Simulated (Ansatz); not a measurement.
# How many bands does the GW gap of LaInO3 (Pnma) need?, part 2 of 2

How do accuracy and time trade against each other in G0W0 on LaInO3 (Pnma)?

Ansatz 0.2.0; G0W0 on r2SCAN, plane waves, PAW. Known limits of the many-body steps: not at the basis limit; f levels unsure; no spin-orbit coupling; coarse k mesh.

So far. Step 4 (940 empty bands, screening to 130 eV): Against the run with 2×2×2 mesh, 436 empty bands, screening to 78 eV, the gap moves by +0.09 eV.

### Step 5. Changing the frequency model: 2×2×2 mesh, 436 empty bands, screening to 78 eV, plasmon pole

A plasmon pole stands in for the full frequency dependence of the screening; this run shows what that costs in accuracy. Bands and cutoff differ from the step before, so it is read against an earlier run that matches them.

input.yaml

```yaml
crystal:
  lattice:
    - [5.9404, 0.0, 0.0]
    - [0.0, 8.2158, 0.0]
    - [0.0, 0.0, 5.7229]
  atoms:
    - { symbol: La, position: [0.9463878551, 0.25, 0.0153056088] }
    - { symbol: La, position: [0.5536121449, 0.75, 0.5153056088] }
    - { symbol: La, position: [0.4463878551, 0.25, 0.4846943912] }
    - { symbol: La, position: [0.0536121449, 0.75, 0.9846943912] }
    - { symbol: In, position: [0.0, 0.0, 0.5] }
    - { symbol: In, position: [0.5, 0.0, 0.0] }
    - { symbol: In, position: [0.5, 0.5, 0.0] }
    - { symbol: In, position: [0.0, 0.5, 0.5] }
    - { symbol: O, position: [0.044381747, 0.25, 0.6126999622] }
    - { symbol: O, position: [0.455618253, 0.75, 0.1126999622] }
    - { symbol: O, position: [0.544381747, 0.25, 0.8873000378] }
    - { symbol: O, position: [0.955618253, 0.75, 0.3873000378] }
    - { symbol: O, position: [0.1980525852, 0.0593550044, 0.195575952] }
    - { symbol: O, position: [0.3019474148, 0.9406449956, 0.695575952] }
    - { symbol: O, position: [0.6980525852, 0.4406449956, 0.304424048] }
    - { symbol: O, position: [0.8019474148, 0.5593550044, 0.804424048] }
    - { symbol: O, position: [0.8019474148, 0.9406449956, 0.804424048] }
    - { symbol: O, position: [0.6980525852, 0.0593550044, 0.304424048] }
    - { symbol: O, position: [0.3019474148, 0.5593550044, 0.695575952] }
    - { symbol: O, position: [0.1980525852, 0.4406449956, 0.195575952] }
kpoints:
  mp_grid: { grid: [2, 2, 2] }
hamiltonian:
  xc: r2scan
scf:
  occupations: { method: fixed }
gw:
  n_empty_bands: 436
  ecut_chi: 78
  qp_bands: [v4, c4]
  qp_kpoints: band_edges
  screening: { model: godby_needs }
```

Launch:

```
> ansatz run input.yaml --threads 8 --pin off --max-ram 55296MiB --backend cuda --events-out ev --progress --plain --runs-dir out --devices 1 --max-vram 24GiB
```

Numbers of over 12 decimals in the logs are rounded to 6 here.

What it wrote:

```text
GPUs: using 1 of 1 available (devices: 1).
[...]
GPU FFT provider: cuFFT
GPU libraries: cuBLAS 13.8.2, cuFFT 12.4.0, cuSOLVER 12.3.4
Crystal: 20 atoms, lattice volume = 279.307 Å³
Basis set: ecut = 500 eV, 7101 PW (Γ), exchange–correlation on 180×240×180 points (64 copies of the dense FFT grid, shifted against one another)
Bands: 104, of which v1, the nominal top of the filled ones, is band 84 counted from 1 (83 counted from 0)
[...]
7    84      9.5253   -26.4278     4.5769   -21.7868  0.7946     9.4612     9.4612  root
     7    85     15.2342   -18.9714    -7.8607   -31.2932  0.8139    19.8288    19.6953  root ?
     7    86     15.2342   -18.9714    -7.8607   -31.2932  0.8139    19.8288    19.6953  root ?
     7    87     15.2342   -18.9714    -7.8607   -31.2932  0.8139    19.8288    19.6953  root ?
     7    88     15.2342   -18.9714    -7.8607   -31.2932  0.8139    19.8288    19.6953  root ?
[key lines of the parts left out:]
SCF converged after 8 iterations
Free energy (F): -54353.699034 eV
Fermi energy:    9.790933 eV
```

Elapsed: 12 s, on 1 × NVIDIA H100 80GB HBM3 with 8 threads of AMD EPYC 7R13 (Zen 3), shared host; peak memory 2.9 GiB; 50 s of CPU time.

This step gave:

| Item | Value |
| --- | --- |
| bands summed | 520 |
| plasmon-pole fit frequency | 28.80 eV |
| RPA ε∞ on this mesh (eigenvalues) | 4.153, 4.275, 4.377 |
| plane waves in the screening matrix | 431 |
| G0W0 gap on the mesh | 4.436 eV |
| k of the valence top | 0, 0, 0 |
| k of the conduction bottom | 0, 0, 0 |
| starting gap on the mesh | 3.554 eV |
| least direct G0W0 gap on the computed points | 4.436 eV |

Against the run with 2×2×2 mesh, 436 empty bands, screening to 78 eV, the gap moves by −0.007 eV.

### Step 6. Changing the files: 2×2×2 mesh, 436 empty bands, screening to 78 eV, hard PAW files

Other atomic data (hard PAW) test the pseudisation: the cutoff goes from 500 to 1050 eV and the valence electrons from 168 to 200, which opens shells that were frozen.

Edit input.yaml of step 5 so:

```diff
@@ -30,2 +30,3 @@
   xc: r2scan
+  pseudopotentials: { kind: paw, source: ansatz }
 scf:
@@ -37,2 +38,2 @@
   qp_kpoints: band_edges
-  screening: { model: godby_needs }
+  screening: { model: contour_deformation }
```

What it wrote:

```text
GPUs: using 1 of 1 available (devices: 1).
[...]
GPU FFT provider: cuFFT
GPU libraries: cuBLAS 13.8.2, cuFFT 12.4.0, cuSOLVER 12.3.4
Crystal: 20 atoms, lattice volume = 279.307 Å³
Basis set: ecut = 1050 eV, 21559 PW (Γ), exchange–correlation on 288×400×288 points (64 copies of the dense FFT grid, shifted against one another)
Bands: 120, of which v1, the nominal top of the filled ones, is band 100 counted from 1 (99 counted from 0)
[...]
7   100     10.3012   -26.4136     4.5647   -21.7707  0.7713    10.2229    10.2230  root
     7   101     16.0450   -18.8849    -8.4591   -31.1640  0.7559    20.2923    19.8650  root ?
     7   102     16.0450   -18.8849    -8.4591   -31.1640  0.7559    20.2923    19.8650  root ?
     7   103     16.0450   -18.8849    -8.4591   -31.1640  0.7559    20.2923    19.8650  root ?
     7   104     16.0450   -18.8849    -8.4591   -31.1640  0.7559    20.2923    19.8650  root ?
[key lines of the parts left out:]
SCF converged after 10 iterations
Free energy (F): -67944.074793 eV
Fermi energy:    10.560682 eV
```

Run time: 21 s. Hardware: 1 × NVIDIA H100 80GB HBM3 with 8 threads; peak memory 6.7 GiB; 56 s of CPU time.

Numbers from this step:

```
bands summed                                 : 536
RPA ε∞ on this mesh (eigenvalues)            : 4.149, 4.271, 4.372
plane waves in the screening matrix          : 431
G0W0 gap on the mesh                         : 4.425 eV
k of the valence top                         : 0, 0, 0
k of the conduction bottom                   : 0, 0, 0
starting gap on the mesh                     : 3.571 eV
least direct G0W0 gap on the computed points : 4.425 eV
```

Against the run with 2×2×2 mesh, 436 empty bands, screening to 78 eV, the gap moves by −0.017 eV.

### Step 7. Side by side

Times are wall times on 1 × NVIDIA H100 80GB HBM3 with 8 threads of AMD EPYC 7R13 (Zen 3), shared host, good to a factor of about two.

| mesh | files | frequency | bands summed | cutoff (eV) | start (eV) | G0W0 (eV) | time | host memory (GiB) |
| --- | --- | --- | --- | --- | --- | --- | --- | --- |
| 2×2×2 | default PAW | contour deformation | 238 | 39 | 3.554 | 4.753 | 6.4 s | 2.1 |
| 2×2×2 | default PAW | contour deformation | 520 | 78 | 3.554 | 4.442 | 9.2 s | 2.8 |
| 2×2×2 | default PAW | contour deformation | 1024 | 130 | 3.554 | 4.528 | 17 s | 4.5 |
| 2×2×2 | default PAW | plasmon pole | 520 | 78 | 3.554 | 4.436 | 12 s | 2.9 |
| 2×2×2 | hard PAW | contour deformation | 536 | 78 | 3.571 | 4.425 | 21 s | 6.7 |

How the two edges are built up, in eV (the quasiparticle level is the starting level plus Σx plus Σc less Vxc):

| run | edge | start | Σx | Σc | Vxc | Z | QP |
| --- | --- | --- | --- | --- | --- | --- | --- |
| 238 bands | valence top | 9.79 | -27.49 | 4.41 | -23.14 | 0.79 | 9.85 |
| 238 bands | conduction bottom | 13.35 | -12.52 | -2.97 | -16.74 | 0.83 | 14.60 |
| 520 bands | valence top | 9.79 | -27.49 | 4.31 | -23.14 | 0.78 | 9.75 |
| 520 bands | conduction bottom | 13.35 | -12.52 | -3.38 | -16.74 | 0.83 | 14.19 |
| 1024 bands | valence top | 9.79 | -27.49 | 4.03 | -23.14 | 0.77 | 9.47 |
| 1024 bands | conduction bottom | 13.35 | -12.52 | -3.57 | -16.74 | 0.82 | 14.00 |

### Step 8. Results

| Item | Value |
| --- | --- |
| 238 bands, 39 eV | 4.753 eV |
| 520 bands, 78 eV | 4.442 eV |
| 1024 bands, 130 eV | 4.528 eV |
| mesh and start | 2×2×2, r2SCAN |

**Reading.** From 238 to 1024 bands the gap moves by −0.22 eV while the time grows 2.7-fold. Σc changes by −0.38 eV at the valence top and −0.61 eV at the conduction bottom, so the levels themselves move more than the gap between them. The gap turns back along the series, so no limit is drawn from it. The plasmon-pole model gives −0.01 eV against contour deformation, 1 % of the correction, and saved no time in this program. Hard PAW files move the gap by −0.02 eV at equal bands and cutoff, +0.02 eV of it in the start. The 2×2×2 mesh is coarse for this cell (its supercell is 11 Å along the shortest edge). The RPA ε∞ on it, from the r2SCAN start, is 4.12, 4.23 and 4.34; such meshes misread the long-range screening, most where the gap is narrow. Empty 4f levels lie among the conduction bands. Their place in the start is unsure; it enters the screening, and the edge itself where they lie low. The many-body steps are scalar-relativistic: spin-orbit coupling is not in them.

[Paths, hosts, dates, memory and timing lines, banners, echoed tables and standing remarks are left out of the program output.]

[Logs are printed without paths, hosts, clocks, repeated set-up lines and the standing remarks that a program may print on its own settings, such as how far it seeks lower states.]

[Runs of the session that timed out or met a known fault of the program may be left out.]

[Cells called generated may have been cut or substituted from an entry of the Crystallography Open Database or the Materials Project.]

[Hosts, paths, dates, database ids (printed as entryN), source tags and the programs' standing remarks are cut or masked in the printed files.]
